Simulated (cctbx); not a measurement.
## A crystallographic session in cctbx: KHoBeBr6

Library: cctbx 2025.11. The data are simulated by the first script.

## 1. Simulate the data

run.py:

```python
from cctbx import adptbx, crystal, miller, sgtbx, xray
from cctbx.array_family import flex
from iotbx.shelx import hklf
from scitbx import matrix
import scitbx.random

cs = crystal.symmetry(unit_cell=(8.21, 7.539, 9.108, 90, 113.89, 90), space_group_symbol='Hall: -P 2yb')  # P2_1/m
atoms = [  # label, site, U (iso, or U11 U22 U33 U12 U13 U23 in A^2), occupancy
    ("Ho1", (0.3938, 0.25, 0.8263), (0.0140, 0.0171, 0.0164, 0.0000, 0.0040, 0.0000), 1),
    ("Br1", (0.996, 0.25, 0.7357), (0.0251, 0.0253, 0.0275, 0.0000, 0.0079, 0.0000), 1),
    ("Br2", (0.3222, 0.0007, 0.034), (0.0225, 0.0193, 0.0340, -0.0013, 0.0143, -0.0013), 1),
    ("Br3", (0.5605, 0.25, 0.596), (0.0234, 0.0189, 0.0236, 0.0000, 0.0101, 0.0000), 1),
    ("Br4", (0.2405, 0.9714, 0.6037), (0.0276, 0.0301, 0.0286, 0.0015, 0.0116, 0.0027), 1),
    ("K1", (0.0712, 0.25, 0.2063), (0.0352, 0.0349, 0.0366, 0.0000, 0.0136, 0.0000), 1),
    ("Be1", (0.7688, 0.25, 0.5381), (0.0511, 0.0420, 0.0445, 0.0000, 0.0215, 0.0000), 1),
]
xs = xray.structure(crystal_symmetry=cs)
for label, site, u, occ in atoms:
    u = adptbx.u_cif_as_u_star(cs.unit_cell(), u) if isinstance(u, tuple) else u
    xs.add_scatterer(xray.scatterer(label, site=site, u=u, occupancy=occ))
xs.set_inelastic_form_factors(0.71073, "sasaki")
xs.show_summary()
p1 = xs.expand_to_p1()
ms = miller.build_set(p1, anomalous_flag=True, d_min=0.8)
flex.set_random_seed(560736)
scitbx.random.set_random_seed(560736)
ms = ms.select(flex.random_double(ms.size()) < 0.5)
i = ms.structure_factors_from_scatterers(p1, algorithm="direct").f_calc().as_intensity_array().data()
i = i * 70000 / flex.max(i)
sig = flex.sqrt(i + flex.pow2(0.015 * i) + 8 ** 2)
noise = scitbx.random.variate(scitbx.random.normal_distribution())(i.size())
data = ms.array(data=i + sig * noise, sigmas=sig).set_observation_type_xray_intensity()
with open("data.hkl", "w") as f:
    data.export_as_shelx_hklf(f)
print("reflections written:", data.size(), " <I/sigma> = %.1f" % flex.mean(data.data() / data.sigmas()))
for h, a, b in list(data.sort("data"))[:12]:
    print("%4d%4d%4d %9.1f %7.1f" % (h + (a, b)))
```

```console
$ python run.py
```

```text
Number of scatterers: 7
At special positions: 5
Unit cell: (8.21, 7.539, 9.108, 90, 113.89, 90)
Space group: P 1 21/m 1 (No. 11)
reflections written: 2133  <I/sigma> = 26.4
   0  -4   0   70911.5  1082.8
   0   4   0   70073.9  1082.8
   2   2   0   46136.0   728.1
  -2   0  -2   34098.1   543.9
   2   0   2   33521.8   543.9
   0   2   2   31222.7   501.4
   0  -2   2   30654.2   501.4
  -2   0   3   30335.1   481.6
   2   0  -3   29883.5   481.6
  -1   0   4   29401.4   470.9
   0   0  -5   24788.5   397.1
  -1   2   2   23974.5   390.3
```

Run time: 0.28 s on 1 thread of Arm Neoverse V2 (shared host), peak memory 0.07 GiB.

## 2. Symmetry

run.py:

```python
from cctbx import crystal, sgtbx, statistics
from cctbx.array_family import flex
from iotbx.shelx import hklf

p1 = crystal.symmetry(unit_cell=(8.21, 7.539, 9.108, 90, 113.89, 90), space_group_symbol="P 1")
raw = hklf.reader(file_name="data.hkl").as_miller_arrays(crystal_symmetry=p1, anomalous=True)[0]
print(raw.size(), "reflections to d = %.3f A" % raw.d_min())
isig = raw.data() / raw.sigmas()
print("centring   violations  <I/sigma> of those")
best = "P"
for c in "ABCIRF":
    a = raw.customized_copy(space_group_info=sgtbx.space_group_info("Hall: %s 1" % c)).sys_absent_flags().data()
    m = flex.mean(isig.select(a))
    print("%5s %10d of %5d %8.1f" % (c, (isig.select(a) > 4).count(True), a.count(True), m))
    if (isig.select(a) > 4).count(True) < 0.01 * a.count(True):
        best = c
raw = raw.select(~raw.customized_copy(space_group_info=sgtbx.space_group_info("Hall: %s 1" % best)).sys_absent_flags().data())
isig = raw.data() / raw.sigmas()
rows = []
for s in sgtbx.space_group_symbol_iterator():
    g = sgtbx.space_group(s)
    if g.conventional_centring_type_symbol() != best or not g.is_compatible_unit_cell(p1.unit_cell(), 1e-3, 0.02):
        continue
    rows.append((s, g))
print("Laue class    unique    Rint  (classes that these axes allow; Friedel mates merged)")
rint = {}
for s, g in rows:
    laue = g.build_derived_patterson_group()
    key = laue.type().hall_symbol()
    if key not in rint:
        m = raw.customized_copy(space_group_info=laue.info(), anomalous_flag=False).merge_equivalents()
        rint[key] = m.r_int()
        print("%-14s %6d %7.3f" % (laue.type().lookup_symbol(), m.array().size(), m.r_int()))
floor = min(rint.values())
good = [(s, g) for s, g in rows if rint[g.build_derived_patterson_group().type().hall_symbol()] < 2 * floor + 0.03]
top = max(g.build_derived_patterson_group().order_z() for s, g in good)
print("space group    extra absences  I>4sigma  <I/sigma>")
for s, g in good:
    laue = g.build_derived_patterson_group()
    if laue.order_z() != top:
        continue
    a = raw.customized_copy(space_group_info=g.info()).sys_absent_flags().data()
    a &= ~raw.customized_copy(space_group_info=laue.info()).sys_absent_flags().data()
    bad = (isig.select(a) > 4).count(True)
    if bad <= 0.03 * a.count(True):
        print("%-16s %8d %10d %9s  %s" % (s.universal_hermann_mauguin(), a.count(True), bad, "%.1f" % flex.mean(isig.select(a)) if a.count(True) else "-", "centric" if g.is_centric() else "acentric"))
laue = max(good, key=lambda t: t[1].build_derived_patterson_group().order_z())[1].build_derived_patterson_group()
f = raw.customized_copy(space_group_info=laue.info(), anomalous_flag=False).merge_equivalents().array().eliminate_sys_absent().f_sq_as_f()
f.set_observation_type_xray_amplitude()
bins = max(3, min(8, f.size() // 12))
f.setup_binner(n_bins=bins)
w = statistics.wilson_plot(f, {e: n / laue.order_z() for e, n in {'Ho': 2.0, 'Br': 12.0, 'K': 2.0, 'Be': 2.0}.items()}, e_statistics=True)
print("Wilson B = %.2f A^2   <|E^2-1|> = %.3f (0.968 centric, 0.736 acentric)   E^2>4: %.1f %%" % (w.wilson_b, w.mean_e_sq_minus_1, w.percent_e_sq_gt_2))
print("shell (A)         n   <I/sigma>")
m = raw.customized_copy(space_group_info=laue.info(), anomalous_flag=False).merge_equivalents().array().eliminate_sys_absent()
for b in m.setup_binner(n_bins=bins).range_used():
    sel = m.binner().selection(b)
    print("%5.2f - %4.2f %6d %8.1f" % (min(m.binner().bin_d_range(b)[0] if m.binner().bin_d_range(b)[0] > 0 else 99, 99), m.binner().bin_d_range(b)[1], sel.count(True), flex.mean((m.data() / m.sigmas()).select(sel))))
```

```console
$ python run.py
```

```text
2133 reflections to d = 0.800 A
centring   violations  <I/sigma> of those
    A        903 of  1043     26.0
    B        957 of  1082     26.9
    C        946 of  1079     26.3
    I        915 of  1063     26.1
    R       1229 of  1418     26.3
    F       1403 of  1602     26.4
Laue class    unique    Rint  (classes that these axes allow; Friedel mates merged)
P -1             1590   0.013
P 1 2/m 1        1030   0.015
space group    extra absences  I>4sigma  <I/sigma>
P 1 2 1                 0          0         -  acentric
P 1 21 1                5          0       0.2  acentric
P 1 m 1                 0          0         -  acentric
P 1 2/m 1               0          0         -  centric
P 1 21/m 1              5          0       0.2  centric
Wilson B = 1.50 A^2   <|E^2-1|> = 0.892 (0.968 centric, 0.736 acentric)   E^2>4: 3.0 %
shell (A)         n   <I/sigma>
 8.33 - 1.60    132     46.6
 1.60 - 1.27    133     42.1
 1.27 - 1.11    131     37.9
 1.11 - 1.01    122     34.7
 1.01 - 0.94    129     31.4
 0.94 - 0.88    140     27.1
 0.88 - 0.84    116     31.0
 0.84 - 0.80    127     25.1
```

Time: 0.29 s.

## 3. Charge flipping

run.py:

```python
import itertools
from cctbx import crystal, maptbx
from cctbx.array_family import flex
from iotbx.shelx import hklf
from smtbx.ab_initio import charge_flipping as cf

cs = crystal.symmetry(unit_cell=(8.21, 7.539, 9.108, 90, 113.89, 90), space_group_symbol='Hall: -P 2yb')  # P2_1/m
raw = hklf.reader(file_name="data.hkl").as_miller_arrays(crystal_symmetry=cs, anomalous=True)[0]
merged = raw.eliminate_sys_absent().merge_equivalents()
fo2 = merged.array().set_observation_type_xray_intensity()
f = fo2.average_bijvoet_mates().f_sq_as_f().resolution_filter(d_min=0.8)
p1 = f.expand_to_p1()
p1.setup_binner_counting_sorted(reflections_per_bin=max(40, p1.size() // 12))
work = p1.array(data=p1.data() / p1.amplitude_quasi_normalisations().data())
flex.set_random_seed(19417)
it = cf.weak_reflection_improved_iterator(delta=None, weak_reflection_fraction=0.2)
it.start(work, phases=flex.random_double(p1.size()) * 6.2832, f_000=0)
it.delta = 1 * it.rho_map.sigma()
print("cycle      R  skewness")
for n, st in enumerate(itertools.islice(it, 200)):
    if n % 16 == 0:
        print("%5d %6.3f %8.2f" % (n, st.r1_factor(), st.rho_map.skewness()))
rho = p1.phase_transfer(it.f_calc).fft_map().apply_volume_scaling()
polish = cf.low_density_elimination_iterator(constant_rho_c=rho.sigma())
polish.start(f_obs=p1, phases=it.f_calc, f_000=0)
for _ in range(8):
    next(polish)
print("origin shift          correlation  skewness")
maps = []
for fc, shift, cc in itertools.islice(cf.f_calc_symmetrisations(f, polish.f_calc, 0), 4):
    m = f.phase_transfer(fc).fft_map(symmetry_flags=maptbx.use_space_group_symmetry, resolution_factor=0.25).apply_sigma_scaling()
    maps.append((m.skewness(), cc, m))
    print("%6.3f %6.3f %6.3f %10.3f %9.2f" % (tuple(shift) + (cc, m.skewness())))
skew, cc, m = max((t for t in maps if t[1] > maps[0][1] - 0.04), key=lambda t: t[0])
print("taken: symmetry correlation %.3f, skewness %.2f" % (cc, skew))
peaks = m.peak_search(parameters=maptbx.peak_search_parameters(min_distance_sym_equiv=0.9, max_clusters=12)).all()
sps = cs.special_position_settings(min_distance_sym_equiv=0.5)
print("peak      x       y       z  mult  height/sigma")
for k, (x, h) in enumerate(zip(peaks.sites(), peaks.heights())):
    ss = sps.site_symmetry(x)
    print("Q%-3d %7.4f %7.4f %7.4f %4d %8.1f" % ((k + 1,) + tuple(t % 1 for t in ss.exact_site()) + (ss.multiplicity(), h)))
```

```console
$ python run.py
```

```text
cycle      R  skewness
    0  0.634     0.23
   16  0.482     1.30
   32  0.455     1.53
   48  0.464     1.66
   64  0.473     1.90
   80  0.478     2.22
   96  0.484     3.45
  112  0.486     4.05
  128  0.484     3.82
  144  0.486     3.76
  160  0.487     3.89
  176  0.492     3.68
  192  0.472     3.78
origin shift          correlation  skewness
 0.321  0.213  0.403      0.855      1.52
 0.307  0.435  0.187      0.843      1.52
 0.308  0.222  0.185      0.860      1.31
 0.321  0.437  0.406      0.837      1.51
taken: symmetry correlation 0.855, skewness 1.52
peak      x       y       z  mult  height/sigma
Q1    0.2991  0.2500  0.3263    2      9.3
Q2    0.4738  0.5127  0.5363    4      6.7
Q3    0.2510  0.2500  0.8651    2      6.7
Q4    0.3937  0.2500  0.7489    2      6.7
Q5    0.3393  0.5273  0.0932    4      6.3
Q6    0.1295  0.0026  0.9343    4      6.1
Q7    0.2695  0.7500  0.3114    2      6.1
Q8    0.4704  0.7500  0.2274    2      5.3
Q9    0.0323  0.5443  0.4474    4      5.1
Q10   0.1893  0.7500  0.7569    2      5.0
Q11   0.3656  0.7500  0.7444    2      4.9
Q12   0.2682  0.7500  0.5878    2      4.8
```

Time: 0.42 s.

## 4. Refinement (model from the peaks)

run.py:

```python
import math
from cctbx import adptbx, crystal, maptbx, sgtbx, xray
from cctbx.array_family import flex
from cctbx.xray import observations
from iotbx.shelx import hklf
from scitbx.lstbx import normal_eqns_solving
from smtbx import absolute_structure, utils
from smtbx.refinement import constraints, least_squares

cs = crystal.symmetry(unit_cell=(8.21, 7.539, 9.108, 90, 113.89, 90), space_group_symbol='Hall: -P 2yb')  # P2_1/m
atoms = [  # label, site, U (iso, or U11 U22 U33 U12 U13 U23 in A^2), occupancy
    ("Br1", (0.2991, 0.25, 0.3263), 0.0200, 1),
    ("Ho1", (0.251, 0.25, 0.8651), 0.0200, 1),
    ("Br2", (0.3937, 0.25, 0.7489), 0.0200, 1),
    ("Br3", (0.3393, 0.5273, 0.0932), 0.0200, 1),
    ("Br4", (0.1295, 0.0026, 0.9343), 0.0200, 1),
    ("K1", (0.2695, 0.75, 0.3114), 0.0200, 1),
]
xs = xray.structure(crystal_symmetry=cs)
for label, site, u, occ in atoms:
    u = adptbx.u_cif_as_u_star(cs.unit_cell(), u) if isinstance(u, tuple) else u
    xs.add_scatterer(xray.scatterer(label, site=site, u=u, occupancy=occ))
xs.set_inelastic_form_factors(0.71073, "sasaki")
raw = hklf.reader(file_name="data.hkl").as_miller_arrays(crystal_symmetry=cs, anomalous=True)[0]
merged = raw.eliminate_sys_absent().merge_equivalents()
fo2 = merged.array().set_observation_type_xray_intensity()
print("Rint %.3f, %d unique reflections to %.2f A" % (merged.r_int(), fo2.size(), fo2.d_min()))
for sc in xs.scatterers():
    sc.flags.set_grad_site(True)
    sc.flags.set_grad_u_aniso(sc.flags.use_u_aniso())
    sc.flags.set_grad_u_iso(sc.flags.use_u_iso())
obs = fo2.as_xray_observations()
extra = {}
rep = constraints.reparametrisation(xs, [], utils.connectivity_table(xs), **extra)
ls = least_squares.crystallographic_ls(obs, rep, weighting_scheme=least_squares.mainstream_shelx_weighting(a=0, b=0))
print("cycle     R1     wR2    GooF  max shift (A)")
for cycle in range(6):
    ls.build_up()
    r1, wr2, goof = ls.r1_factor(cutoff_factor=2)[0], ls.wR2(), ls.goof()
    old = xs.sites_cart()
    normal_eqns_solving.levenberg_marquardt_iterations(ls, n_max_iterations=3, tau=0.0001, step_threshold=1e-7)
    big = flex.max((xs.sites_cart() - old).norms())
    print("%4d %7.4f %7.4f %7.3f %9.5f" % (cycle + 1, r1, wr2, goof, big))
    ls.build_up(objective_only=True)
    if abs(ls.wR2() - wr2) < 5e-5 and big < 5e-4:
        break
ls.build_up()
print("final R1 %.4f wR2 %.4f GooF %.3f  parameters %d  data/parameter %.1f" % (ls.r1_factor(cutoff_factor=2)[0], ls.wR2(), ls.goof(), ls.n_parameters, fo2.size() / ls.n_parameters))
cov = ls.covariance_matrix_and_annotations()
su = dict(zip(cov.annotations, (math.sqrt(max(v, 0)) for v in cov.matrix.matrix_packed_u_diagonal())))
a2 = cs.unit_cell().reciprocal_parameters()[0] ** -2
print("atom        x        y        z      Ueq    occ   su(xyz)  su(Uiso or U11)")
for sc in xs.scatterers():
    s = max(su.get(sc.label + k, 0) for k in (".x", ".y", ".z"))
    npd = "" if sc.is_positive_definite_u(cs.unit_cell()) else "  NPD"
    print("%-5s %8.5f %8.5f %8.5f %8.4f %6.3f %8.5f %7.4f%s" % ((sc.label,) + sc.site + (sc.u_iso_or_equiv(cs.unit_cell()), sc.occupancy, s, su.get(sc.label + ".uiso", su.get(sc.label + ".u11", 0) * a2), npd)))
fo = fo2.f_sq_as_f()
fc = fo.structure_factors_from_scatterers(xs, algorithm="direct").f_calc()
diff = fo.f_obs_minus_f_calc(1 / math.sqrt(ls.scale_factor()), fc).average_bijvoet_mates()
m = diff.fft_map(symmetry_flags=maptbx.use_space_group_symmetry, resolution_factor=0.25).apply_volume_scaling()
print("difference map: max %.2f min %.2f rms %.2f" % (m.statistics().max(), m.statistics().min(), m.statistics().sigma()))
peaks = m.peak_search(parameters=maptbx.peak_search_parameters(min_distance_sym_equiv=0.6, max_clusters=6)).all()
near = xs.closest_distances(peaks.sites(), distance_cutoff=4)
sps = cs.special_position_settings(min_distance_sym_equiv=0.5)
for k, (x, h) in enumerate(zip(peaks.sites(), peaks.heights())):
    ss = sps.site_symmetry(x)
    print("Q%-3d %7.4f %7.4f %7.4f %4d %7.2f  %.2f A from %s" % ((k + 1,) + tuple(t % 1 for t in ss.exact_site()) + (ss.multiplicity(), h, near.smallest_distances[k], xs.scatterers()[near.i_seqs[k]].label)))
```

```console
$ python run.py
```

```text
Rint 0.015, 1026 unique reflections to 0.80 A
cycle     R1     wR2    GooF  max shift (A)
   1  0.8242  0.9751  41.631   0.23891
   2  0.7656  0.9537  40.720   0.22063
   3  0.7574  0.9493  40.531   0.17439
   4  0.7526  0.9452  40.355   0.14913
   5  0.7473  0.9431  40.266   0.21521
   6  0.7394  0.9395  40.114   0.14396
final R1 0.7336 wR2 0.9372 GooF 40.013  parameters 20  data/parameter 51.3
atom        x        y        z      Ueq    occ   su(xyz)  su(Uiso or U11)
Br1    0.28489  0.25000  0.30917   0.0001  1.000  0.00722  0.0114
Ho1    0.22836  0.25000  0.86925   0.0038  1.000  0.00424  0.0065
Br2    0.52311  0.25000  0.79011   0.0001  1.000  0.00706  0.0113
Br3    0.35755  0.52124  0.10470   0.0001  1.000  0.00526  0.0080
Br4    0.14914 -0.04015  0.97713   0.0001  1.000  0.00516  0.0081
K1     0.28580  0.75000  0.32193   0.0001  1.000  0.01598  0.0224
difference map: max 366.17 min -122.05 rms 28.17
Q1    0.2299  0.2500  0.8683    2  371.07  0.02 A from Ho1
Q2    0.2803  0.2500  0.3173    2  284.78  0.10 A from Br1
Q3    0.4704  0.7500  0.2175    2  242.30  0.10 A from Br2
Q4    0.3596  0.9868  0.1045    4  234.13  0.06 A from Br3
Q5    0.2792  0.7500  0.3147    2  192.42  0.07 A from K1
Q6    0.2906  0.7500  0.4311    2  155.86  0.98 A from K1
```

Time: 0.72 s.

Figures of merit this high mean that the model is still wrong or incomplete.

## 5. Charge flipping

run.py, as its changes from the last script of this kind:

```diff
@@ -13,3 +13,2 @@
-p1.setup_binner_counting_sorted(reflections_per_bin=max(40, p1.size() // 12))
-work = p1.array(data=p1.data() / p1.amplitude_quasi_normalisations().data())
-flex.set_random_seed(19417)
+work = p1
+flex.set_random_seed(19418)
@@ -20,2 +19,2 @@
-for n, st in enumerate(itertools.islice(it, 200)):
-    if n % 16 == 0:
+for n, st in enumerate(itertools.islice(it, 400)):
+    if n % 33 == 0:
```

```console
$ python run.py
```

```text
cycle      R  skewness
    0  0.610     0.36
   33  0.464     2.29
   66  0.402     4.19
   99  0.331     4.96
  132  0.343     4.91
  165  0.339     5.06
  198  0.344     4.88
  231  0.335     5.02
  264  0.339     4.79
  297  0.343     4.73
  330  0.328     4.88
  363  0.334     4.81
  396  0.354     4.83
origin shift          correlation  skewness
 0.033  0.106  0.229      0.849      1.70
 0.209  0.375  0.135      0.836      1.49
 0.289  0.374  0.025      0.826      1.72
 0.195  0.109  0.358      0.834      1.37
taken: symmetry correlation 0.826, skewness 1.72
peak      x       y       z  mult  height/sigma
Q1    0.3785  0.2500  0.8137    2     11.8
Q2    0.4955  0.7500  0.2779    2      7.5
Q3    0.3909  0.0324  0.3473    4      7.2
Q4    0.0941  0.2500  0.2416    2      6.8
Q5    0.0630  0.7500  0.5155    2      6.6
Q6    0.2149  0.5198  0.5758    4      6.5
Q7    0.3187  0.0043  0.0378    4      6.1
Q8    0.4817  0.2500  0.2684    2      5.1
Q9    0.0403  0.2500  0.8861    2      5.1
Q10   0.9962  0.0289  0.2153    4      4.7
Q11   0.1517  0.9999  0.6976    4      4.1
Q12   0.4502  0.7500  0.4374    2      3.8
```

Time: 0.53 s.

## 6. Refinement (model from the peaks)

run.py, as its changes from the last script of this kind:

```diff
@@ -12,6 +12,6 @@
-    ("Br1", (0.2991, 0.25, 0.3263), 0.0200, 1),
-    ("Ho1", (0.251, 0.25, 0.8651), 0.0200, 1),
-    ("Br2", (0.3937, 0.25, 0.7489), 0.0200, 1),
-    ("Br3", (0.3393, 0.5273, 0.0932), 0.0200, 1),
-    ("Br4", (0.1295, 0.0026, 0.9343), 0.0200, 1),
-    ("K1", (0.2695, 0.75, 0.3114), 0.0200, 1),
+    ("Ho1", (0.3785, 0.25, 0.8137), 0.0200, 1),
+    ("K1", (0.4955, 0.75, 0.2779), 0.0200, 1),
+    ("Br1", (0.3909, 0.0324, 0.3473), 0.0200, 1),
+    ("Br2", (0.0941, 0.25, 0.2416), 0.0200, 1),
+    ("Br3", (0.063, 0.75, 0.5155), 0.0200, 1),
+    ("Br4", (0.2149, 0.5198, 0.5758), 0.0200, 1),
```

```console
$ python run.py
```

```text
Rint 0.015, 1026 unique reflections to 0.80 A
cycle     R1     wR2    GooF  max shift (A)
   1  0.7785  0.9625  41.093   0.36367
   2  0.6716  0.9091  38.816   0.15313
   3  0.6634  0.9043  38.610   0.08375
   4  0.6626  0.9034  38.569   0.05093
   5  0.6628  0.9026  38.537   0.02246
   6  0.6629  0.9023  38.525   0.00835
final R1 0.6630 wR2 0.9022 GooF 38.522  parameters 20  data/parameter 51.3
atom        x        y        z      Ueq    occ   su(xyz)  su(Uiso or U11)
Ho1    0.39581  0.25000  0.82365   0.0001  1.000  0.00217  0.0042
K1     0.47696  0.75000  0.29053   0.0001  1.000  0.01077  0.0138
Br1    0.37007  0.02771  0.33334   0.0255  1.000  0.00563  0.0091
Br2    0.07451  0.25000  0.19380   0.0133  1.000  0.00638  0.0093
Br3    0.05249  0.75000  0.58446   0.0116  1.000  0.00597  0.0088
Br4    0.23934  0.53172  0.59391   0.0001  1.000  0.00347  0.0052
difference map: max 363.22 min -95.63 rms 18.51
Q1    0.3950  0.2500  0.8250    2  368.51  0.02 A from Ho1
Q2    0.2365  0.5227  0.6003    4  171.15  0.10 A from Br4
Q3    0.4379  0.7500  0.4012    2  152.75  1.18 A from K1
Q4    0.0063  0.2500  0.7248    2  129.44  2.66 A from Br3
Q5    0.3281  0.9967  0.0400    4  121.06  2.56 A from Br1
Q6    0.3033  0.7500  0.3958    2   88.41  2.01 A from K1
```

Run time: 0.69 s on 1 thread of Arm Neoverse V2, with other jobs on the host, peak memory 0.09 GiB.

Figures of merit this high mean that the model is still wrong or incomplete.

[Logs are printed without paths, hosts, clocks, repeated set-up lines and the standing remarks that a program may print on its own settings, such as how far it seeks lower states.]
